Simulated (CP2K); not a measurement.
Two runs for the C K edge of 2-aminothiazole. Run A: CP2K XAS_TDP, all-electron GAPW, PBEh(45%), aug-cc-pVDZ, TDA, no relativity. Run B differs in one setting.

First lines with a strength over 0.0015. A:

```tsv
atom	energy (eV)	states	strength, one atom
C2 (bonded to 2 N and S)	283.39	1	0.0653
	285.68	1	0.0377
	286.91	1	0.0016
	287.87	1	0.0016
	288.43	1	0.0039
C4 (bonded to C, N and H)	282.22	1	0.0530
	284.94	1	0.0073
	285.04	1	0.0091
	285.18	1	0.0066
	286.19	1	0.0016
C5 (bonded to C, S and H)	282.11	1	0.0459
	283.67	1	0.0331
	284.78	1	0.0119
	285.86	1	0.0053
	286.38	1	0.0027
```

B:

```tsv
atom	energy (eV)	states	strength, one atom
C2 (bonded to 2 N and S)	288.46	1	0.0641
	290.76	1	0.0370
	291.99	1	0.0015
	292.95	1	0.0016
	293.51	1	0.0039
C4 (bonded to C, N and H)	287.81	1	0.0520
	290.54	1	0.0071
	290.64	1	0.0089
	290.78	1	0.0065
	291.79	1	0.0016
C5 (bonded to C, S and H)	287.32	1	0.0450
	288.89	1	0.0325
	290.00	1	0.0117
	291.07	1	0.0052
	291.59	1	0.0026
```

Which was it: the basis, the functional, scalar relativity switched on, GW2X switched on?

GW2X switched on. GW2X shifts an atom's lines together and keeps their spacings. Against PBEh(45%) in aug-cc-pVDZ, the leading lines move by +5.07 eV (C2, to 288.46), +5.59 eV (C4, to 287.81) and +5.21 eV (C5, to 287.32).

[Banner, clock and machine lines of the logs are left out without a mark of their own.]

[Logs are printed without paths, hosts, clocks, repeated set-up lines and the standing remarks that a program may print on its own settings, such as how far it seeks lower states.]

[Hosts, paths, dates, database ids (printed as entryN), source tags and the programs' standing remarks are cut or masked in the printed files.]
